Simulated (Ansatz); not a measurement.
**PbSe (Clausthalite, Fm-3m): zone-centre modes under pressure**

Aim: how do the optical modes of PbSe (Clausthalite, Fm-3m) move with volume?

Program: Ansatz 0.2.0. Level of theory: DFT PBE, scalar-relativistic, plane waves, PAW; PAW set soft_1. Results are calculated unless marked as measured.

This is a report of a sequence of runs, with most program output left out.

In doubt: the program warns that the response may not be converged on this k-mesh (step 4), which bears on the force constants and all frequencies.

### Step 1. Set-up

Symmetry: Fm-3m, No. 225, cubic system. The conventional cell has a = 6.121 Å, b = 6.121 Å, c = 6.121 Å, α = 90.00°, β = 90.00°, γ = 90.00°. Nearest to Se lie 6 Pb at 3.06 Å. Nearest to Pb lie 6 Se at 3.06 Å. Farther neighbours and most contacts between anions are not listed.

### Step 2. Relaxation

The cell and atoms are relaxed, since residual forces and stress would shift the frequencies.

input.yaml

```yaml
crystal:
  lattice:
    - [0.0, 3.06065, 3.06065]
    - [3.06065, 0.0, 3.06065]
    - [3.06065, 3.06065, 0.0]
  atoms:
    - { symbol: Se, position: [0.5, 0.5, 0.5] }
    - { symbol: Pb, position: [0.0, 0.0, 0.0] }
kpoints:
  mp_grid: { grid: [10, 10, 10] }
hamiltonian:
  xc: pbe
  pseudopotentials: { kind: paw, azcp: { folder: soft_1 } }
scf:
  occupations: { method: gaussian, width: 0.01 }
output:
  forces: true
  stress: true
  eigenvalues: true
  write_density: true
  write_potential: true
  elf: true
  volumetric_format: npy
relax:
  adjacent_minimum: "off"
  f_tol: 0.005
  max_steps: 80
  cell: { stress_tol: 0.05 }
```

On the command line:

```
$ ansatz run input.yaml --threads 4 --pin off --max-ram 10240MiB --backend cpu --events-out ev --progress --plain --runs-dir out
```

Elapsed: 15 s, on 4 threads of Intel Xeon at 2.50GHz (Skylake/Cascade Lake), shared host; peak memory 0.43 GiB; 34 s of CPU time.

The steps of the relaxation:

```
step  energy less that of the first step (eV)  largest force component (eV/Å)  pressure (GPa)  volume (Å³)
   1                                   0.0000                          0.0000            2.43        57.34
   2                                  -0.0157                          0.0000           -0.94        61.39
   3                                  -0.0197                          0.0000           -0.08        60.20
   4                                  -0.0197                          0.0000            0.00        60.10
  5*                                  -0.0201                          0.0000            0.00        60.10
```

Relaxation steps marked * repeat the geometry before them on a plane-wave basis chosen anew for their cell, so energy and pressure can jump there.

The run keeps the 48 symmetry operations that it works with, so distortions that break them were not tested.

```
conventional cell, symmetrised  before  after  change
                         a (Å)   6.121  6.218  +1.6 %
                         b (Å)   6.121  6.218  +1.6 %
                         c (Å)   6.121  6.218  +1.6 %
              volume (Å³/atom)   28.67  30.05  +4.8 %
```

The relaxed structure:

```
Se Pb
1.0
     0.00000    3.10890    3.10890
     3.10890    0.00000    3.10890
     3.10890    3.10890    0.00000
Se Pb
1 1
Direct
  0.50000 0.50000 0.50000
  0.00000 0.00000 0.00000
```

This step gave:

| Quantity | Value |
| --- | --- |
| pressure | 0.001082 GPa |
| gap on the k-mesh | 0.4403 eV |
| volume per atom | 30.05 Å³ |

Valence density in the ac plane of the conventional cell at fractional y = 0.000, with atoms of Se and Pb within 0.2 Å of it. It is the smooth field of the valence electrons, not physical close to the nuclei.

Ten steps, logarithmic in the rise over the least value, from '_' (0 e/Å³) to '@' (43 e/Å³), each cell a mean:
```
++==::..__..::++%%##--..____..==++
==--..______..::==--::..____..::==
::..__________........________....
__________________________________
__________________________________
....__________..::....________....
--::..______..--====::..____..::--
%%++::..__..--==++++==..____..--##
@@**::..__..--++**++==::____..==%%
**--..______::==++==--..____..::++
::....______..::----..________..::
..______________....____________..
__________________________________
..______________....____________..
--::..______....::::..________..::
++==::______..--**++::..____..--==
**++--..__..::**@@%%--..____::==++
```
Columns run along a (6.2 Å), rows up along c (6.2 Å), edges of the conventional cell, whose origin can differ from the input's. Atoms in or near the plane, at fractional coordinates: Se at (0.50, 0.00), Se at (0.00, 0.50), Pb at (0.00, 0.00), Pb at (0.50, 0.50).

Electrostatic potential energy in the ac plane of the conventional cell at fractional y = 0.000, with atoms of Se and Pb within 0.2 Å of it. With pseudopotentials it is smooth inside the atoms' cores, unlike the true potential.

Values in eV, 9 rows by 16 columns, each cell a mean:
```
-31 -30 -11   6   9   5  -6   0   2  -6   0   9   8  -1 -25 -32
 -5   1   7  10  11  11   8   4   3   6  10  11  11   8   4  -3
  7   9  11  11  11  10   7   4   3   6   9  11  11  11   9   7
 -3  -5   3  10   9   2 -17 -29 -30 -24  -5   7  10   7  -3  -4
 11  -2  -4   8   8  -6 -31 -30 -28 -33 -18   5   9   2  -8   8
 -4  -3   6  10  10   5 -10 -22 -24 -16   0   8  10   9   1  -4
  8   9  10  11  11  11   9   7   7   8  10  11  11  11  10   8
-14  -7   4   9  11  10   5  -1  -2   2   8  11  10   7  -2 -12
-30 -33 -15   5   9   3  -7   4   7  -4  -3   8   8  -4 -29 -31
```
Columns run along a (6.2 Å; values clipped at the 3rd and 97th percentile), rows up along c (6.2 Å), edges of the conventional cell, whose origin can differ from the input's. Atoms in or near the plane, at fractional coordinates: Se at (0.50, 0.00), Se at (0.00, 0.50), Pb at (0.00, 0.00), Pb at (0.50, 0.50).

ELF in the ac plane of the conventional cell at fractional y = 0.000, with atoms of Se and Pb within 0.2 Å of it. It is the smooth field of the valence electrons, not physical close to the nuclei.

Values, 9 rows by 16 columns, each cell a mean:
```
0.18 0.34 0.40 0.25 0.37 0.71 0.74 0.54 0.47 0.68 0.76 0.53 0.24 0.34 0.40 0.22
0.34 0.31 0.22 0.12 0.17 0.42 0.59 0.66 0.67 0.63 0.51 0.25 0.11 0.18 0.28 0.34
0.54 0.50 0.38 0.18 0.09 0.15 0.24 0.30 0.31 0.27 0.19 0.10 0.11 0.29 0.46 0.53
0.62 0.73 0.74 0.48 0.22 0.31 0.41 0.32 0.28 0.38 0.37 0.22 0.33 0.67 0.76 0.67
0.23 0.57 0.77 0.57 0.27 0.37 0.35 0.08 0.04 0.23 0.42 0.27 0.41 0.74 0.70 0.34
0.72 0.75 0.70 0.42 0.18 0.27 0.39 0.37 0.36 0.40 0.34 0.19 0.28 0.61 0.74 0.73
0.42 0.38 0.27 0.12 0.08 0.15 0.26 0.32 0.33 0.29 0.20 0.10 0.09 0.21 0.34 0.41
0.37 0.36 0.28 0.15 0.22 0.52 0.69 0.73 0.73 0.71 0.61 0.34 0.15 0.22 0.34 0.38
0.09 0.27 0.41 0.27 0.39 0.73 0.73 0.43 0.33 0.61 0.77 0.56 0.26 0.36 0.38 0.14
```
Columns run along a (6.2 Å), rows up along c (6.2 Å), edges of the conventional cell, whose origin can differ from the input's. Atoms in or near the plane, at fractional coordinates: Se at (0.50, 0.00), Se at (0.00, 0.50), Pb at (0.00, 0.00), Pb at (0.50, 0.50).

In this step the volume went from 28.67 to 30.05 Å³/atom.

### Step 3. Tight relaxation

A first tight relaxation and response on 12×12×12 k points, not shown, drew a warning on the mesh, so the tight relaxation is repeated on 16×16×16 points.

input.yaml

```yaml
crystal:
  lattice:
    - [0.0, 3.1088988503, 3.1088988503]
    - [3.1088988503, 0.0, 3.1088988503]
    - [3.1088988503, 3.1088988503, 0.0]
  atoms:
    - { symbol: Se, position: [0.5, 0.5, 0.5] }
    - { symbol: Pb, position: [0.0, 0.0, 0.0] }
kpoints:
  mp_grid: { grid: [16, 16, 16] }
hamiltonian:
  xc: pbe
  pseudopotentials: { kind: paw, azcp: { folder: soft_1 } }
scf:
  occupations: { method: fixed }
output:
  forces: true
  stress: true
  eigenvalues: true
relax:
  adjacent_minimum: "off"
  f_tol: 0.001
  max_steps: 60
  cell: { stress_tol: 0.01 }
```

The job ended after 19 s (4 threads; peak memory 0.49 GiB).

Little changed from the start: no atom moved by 0.005 Å and no cell edge by 0.1 %.

Numbers from this step:

```yaml
pressure: 0.004046 GPa
gap_on_the_k_mesh: 0.4402 eV
```

The forces vanish by symmetry and the pressure is 0.004 GPa, within the tolerances set. The cell now holds 30.05 Å³/atom.

### Step 4. Modes at rest

The modes at rest are the reference of the series, and the response to a field gives the dielectric tensor and the Born charges.

input.yaml, the sections that differ from step 3:

```yaml
output:
  eigenvalues: true
phonons:
  method: dfpt
  dielectric: true
  rigid_motions: translations
  raman: true
# crystal, kpoints, hamiltonian, scf: as in step 3
# relax: removed
```

The job ended after 18 min (4 threads; peak memory 3.1 GiB; 65 min of CPU time).

Numbers from this step:

| Quantity | Value |
| --- | --- |
| sum-rule residual before enforcement | 2.17e-4 eV/Å² |
| miss of the charge sum rule | 6.70e-4 e |
| estimated error of the dielectric tensor | 0.08583 |
| estimated error of the Born charges | 0.03479 e |
| point group | m-3m |
| highest optical mode at the zone centre (no LO-TO term) | 31.06 cm⁻¹ |
| lowest optical zone-centre mode | 31.06 cm⁻¹ |
| mean high-frequency dielectric constant | 20.05 |
| largest Born charge (third of the trace) | -4.814 e |
| mean static dielectric constant | 364.1 |
| top of the zone-centre spectrum with the field | 132.3 cm⁻¹ |

Without the LO-TO term. Patterns of degenerate modes are one choice out of their space. The modes at Γ (shares of kinetic energy by element, %):

```
mode  frequency (cm⁻¹)  symmetry  Se %  Pb %
   1               0.0  acoustic    28    72
   2               0.0  acoustic    28    72
   3               0.0  acoustic    28    72
   4              31.1       T1u    72    28
   5              31.1       T1u    72    28
   6              31.1       T1u    72    28
```

Displacements in mode 5 (31.1 cm⁻¹), the largest set to 1:
```
Se1  0.00  0.00  1.00
Pb2  0.00  0.00 -0.38
```

Optical modes at the zone centre, without and with the macroscopic field of the longitudinal modes; each column is sorted by frequency, so a row need not hold one and the same mode. Modes with and without the field, by row:

```
rank among optical modes  no field (cm⁻¹)  q along (1, 0, 0) (cm⁻¹)
                       1             31.1                      31.1
                       2             31.1                      31.1
                       3             31.1                     132.3
```

Born charge (rows field, columns displacement) (e), principal values of the symmetric part by kind of site:

```
atom  atoms with these values    low  middle   high   mean
 Se1                        1  -4.81   -4.81  -4.81  -4.81
 Pb2                        1   4.81    4.81   4.81   4.81
```

In full for Pb2:

```
4.81 0.00 0.00
0.00 4.81 0.00
0.00 0.00 4.81
```

High-frequency dielectric tensor:

```
20.05  0.00  0.00
 0.00 20.05  0.00
 0.00  0.00 20.05
```

Static dielectric tensor (ions relaxed, fixed cell):

```
364.1   0.0   0.0
  0.0 364.1   0.0
  0.0   0.0 364.1
```

Transverse modes. Infrared lines, with heights relative to the strongest:

```
position (cm⁻¹)  label  relative intensity
             31    T1u                 100
```

Before it was imposed, the acoustic sum rule was missed by 2.2e-4 eV/Å² and the charge sum rule by 6.7e-4 e. Small misses are needed for a sound result but don't prove that mesh and cutoff are converged. The lowest optical mode is real, 31.1 cm⁻¹.

The log warns of the k mesh: “the force constants stand on the 16×16×16 k-mesh, whose period is 13.65 times the interband length at k = (0.0000, 0.0000, -0.5000), direct gap 0.440 eV, under 14: take them and everything formed from them as unconverged”. So the frequencies of this run count as unconverged too.

### Step 5. Ground state of a member: 1.06 times the volume at rest

The cell is set to 1.06 times the volume at rest; symmetry leaves nothing else free, so this is a single point.

input.yaml, the sections that differ from step 4:

```yaml
crystal:
  lattice:
    - [0.0, 3.1698731314, 3.1698731314]
    - [3.1698731314, 0.0, 3.1698731314]
    - [3.1698731314, 3.1698731314, 0.0]
  atoms:
    - { symbol: Se, position: [0.5, 0.5, 0.5] }
    - { symbol: Pb, position: [0.0, 0.0, 0.0] }
scf:
  occupations: { method: gaussian, width: 0.02 }
output:
  forces: true
  stress: true
  eigenvalues: true
# kpoints, hamiltonian: as in step 4
# phonons: removed
```

Run time: 5.9 s. Hardware: 4 threads; peak memory 0.48 GiB; 20 s of CPU time.

Numbers from this step:

- pressure: -2.388 GPa
- gap on the k-mesh: 0.5937 eV
- volume per atom: 31.85 Å³

The forces vanish by symmetry, at a pressure of -2.39 GPa.

### Step 6. Modes of this member: 1.06 times the volume at rest

The zone-centre modes follow for 1.06 times the volume at rest, with the response to a field.

input.yaml, as its differences from that of step 5:

```diff
@@ -14,6 +14,8 @@
 scf:
-  occupations: { method: gaussian, width: 0.02 }
+  occupations: { method: fixed }
 output:
-  forces: true
-  stress: true
   eigenvalues: true
+phonons:
+  method: dfpt
+  dielectric: true
+  rigid_motions: translations
```

Elapsed: 3.4 min, on 4 threads; peak memory 1.7 GiB.

This step gave:

| Item | Value |
| --- | --- |
| sum-rule residual before enforcement | 1.72e-4 eV/Å² |
| miss of the charge sum rule | 2.50e-4 e |
| estimated error of the dielectric tensor | 0.06089 |
| estimated error of the Born charges | 0.01778 e |
| highest optical mode at the zone centre (no LO-TO term) | -38.47 cm⁻¹ |
| lowest optical zone-centre mode | -38.47 cm⁻¹ |
| mean high-frequency dielectric constant | 18.48 |
| largest Born charge (third of the trace) | -4.797 e |
| top of the zone-centre spectrum with the field | 123.8 cm⁻¹ |

Without the LO-TO term. Patterns of degenerate modes are one choice out of their space. Modes at Γ, with each element's share of the kinetic energy (negative means imaginary):

```
mode  frequency (cm⁻¹)  symmetry  Se %  Pb %
   1             -38.5       T1u    72    28
   2             -38.5       T1u    72    28
   3             -38.5       T1u    72    28
   4               0.0  acoustic    28    72
   5               0.0  acoustic    28    72
   6               0.0  acoustic    28    72
```

Displacements in mode 3 (-38.5 cm⁻¹), the largest set to 1:
```
Se1  0.00  0.00  1.00
Pb2  0.00  0.00 -0.38
```

The optical mode without the LO-TO term lies at -38.5 cm⁻¹.

Between step 4 and this run (volume ratio 1.06) the value for the mean high-frequency dielectric constant moves from 20.1 to 18.5 (-8 %).

### Step 7. Ground state of a member: 0.9 times the volume at rest

The cell is set to 0.9 times the volume at rest; symmetry leaves nothing else free, so this is a single point.

input.yaml, the sections that differ from step 6:

```yaml
crystal:
  lattice:
    - [0.0, 3.0016088378, 3.0016088378]
    - [3.0016088378, 0.0, 3.0016088378]
    - [3.0016088378, 3.0016088378, 0.0]
  atoms:
    - { symbol: Se, position: [0.5, 0.5, 0.5] }
    - { symbol: Pb, position: [0.0, 0.0, 0.0] }
scf:
  occupations: { method: gaussian, width: 0.02 }
output:
  forces: true
  stress: true
  eigenvalues: true
# kpoints, hamiltonian: as in step 6
# phonons: removed
```

Wall time 5.2 s (4 threads); peak memory 0.46 GiB.

Numbers from this step:

* pressure: 6.220 GPa
* volume per atom: 27.04 Å³
* gap on the k-mesh: 0.08165 eV

The forces vanish by symmetry, at a pressure of 6.22 GPa.

### Step 8. Modes of this member: 0.9 times the volume at rest

The zone-centre modes follow for 0.9 times the volume at rest.

input.yaml, as its differences from that of step 7:

```diff
@@ -16,4 +16,4 @@
 output:
-  forces: true
-  stress: true
   eigenvalues: true
+phonons:
+  method: dfpt
```

It took 64 s on 4 threads; peak memory 1.2 GiB; 3.4 min of CPU time.

This step gave:

* gap on the k-mesh: 0.08163 eV
* sum-rule residual before enforcement: 1.69e-4 eV/Å²
* highest optical mode at the zone centre (no LO-TO term): 77.75 cm⁻¹
* lowest optical zone-centre mode: 77.75 cm⁻¹

Without the LO-TO term. Patterns of degenerate modes are one choice out of their space. The modes at Γ (shares of kinetic energy by element, %):

```
mode  frequency (cm⁻¹)  symmetry  Se %  Pb %
   1               0.0  acoustic    28    72
   2               0.0  acoustic    28    72
   3               0.0  acoustic    28    72
   4              77.8       T1u    72    28
   5              77.8       T1u    72    28
   6              77.8       T1u    72    28
```

The optical mode without the LO-TO term lies at 77.8 cm⁻¹.

### Step 9. All members side by side

The members are set side by side, also those not shown above.

Each row is one cell with its response, relaxed at fixed volume as far as symmetry leaves anything free; energies are extrapolated to zero smearing, and E0 is that at rest; imaginary frequencies occur in the series; shape and atoms are relaxed in each cell where symmetry leaves them free. State of the crystal along the series:

```
volume ratio  V (Å³/atom)  pressure (GPa)  E - E0 (meV/atom)  gap on mesh (eV)     ε∞     ε0  largest Born charge in size, a third of the trace (e)  top mode with the field, highest of q along x, y and z (cm⁻¹)
         0.9        27.04            6.22              53.08           0.08164      -      -                                                      -                                                              -
        0.92        27.64           4.691              32.67            0.1654  24.84  97.05                                                  4.837                                                          140.4
        0.94        28.25           3.321              17.69            0.2427  22.99  113.3                                                  4.838                                                          139.5
        0.96        28.85           2.092              7.584             0.314  21.74  142.1                                                  4.831                                                          137.5
        0.98        29.45          0.9915              1.837            0.3797   20.8  199.9                                                  4.822                                                            135
        0.99        29.75          0.4843             0.4563            0.4106  20.39  256.5                                                   4.82                                                          133.8
           1        30.05        0.004046                  0            0.4402  20.05  364.1                                                  4.814                                                          132.3
        1.02        30.65         -0.8815              1.677            0.4959  19.43   3508                                                  4.807                                                          129.6
        1.04        31.25          -1.676              6.499            0.5469  18.92      -                                                  4.801                                                          126.7
        1.06        31.85          -2.388              14.14            0.5937  18.48      -                                                  4.797                                                          123.8
```

Without the LO-TO term; each mode is tracked from rest by its pattern, and modes that stay within 0.3 cm⁻¹ of each other stand once; imaginary frequencies occur in the series; shape and atoms are relaxed in each cell where symmetry leaves them free. Optical modes along the series:

```
V (Å³/atom)  mode 4 T1u (cm⁻¹)
      27.04              77.75
      27.64              71.03
      28.25              62.84
      28.85              53.79
      29.45              43.56
      29.75              37.73
      30.05              31.06
      30.65               9.64
      31.25             -26.85
      31.85             -38.47
```

### Step 10. Results

```json
{"members": "10", "highest optical mode at the zone centre (no LO-TO term), at rest": "31.06 cm⁻¹", "bulk modulus at rest": "46.7 GPa"}
```

**Reading.** The series spans -2.4 to 6.2 GPa, and the slope at rest gives a bulk modulus of 47 GPa. ε∞ is 20.05 at rest, with d ln ε∞ / d ln V = -1.68. A mode is imaginary at volume ratio 1.04 and 1.06, where this structure is not a minimum. The gap on the mesh falls to 0.08 eV within the series; members under 0.15 eV ran without the field response. One k mesh and one cutoff serve the ground states and modes of all volumes; the field response picks its own mesh. With the field response the log warns that the k mesh is coarse for the force constants too, so the frequencies are to be taken as unconverged. These are harmonic frequencies at zero temperature: anharmonic shifts, linewidths and thermal expansion are left out. Spin-orbit coupling is left out, which can matter for the heavy elements here. Only the zone centre was solved, so an instability at another wavevector cannot show here.

[Logs are printed without paths, hosts, clocks, repeated set-up lines and the standing remarks that a program may print on its own settings, such as how far it seeks lower states.]

[Hosts, paths, dates, database ids (printed as entryN), source tags and the programs' standing remarks are cut or masked in the printed files.]
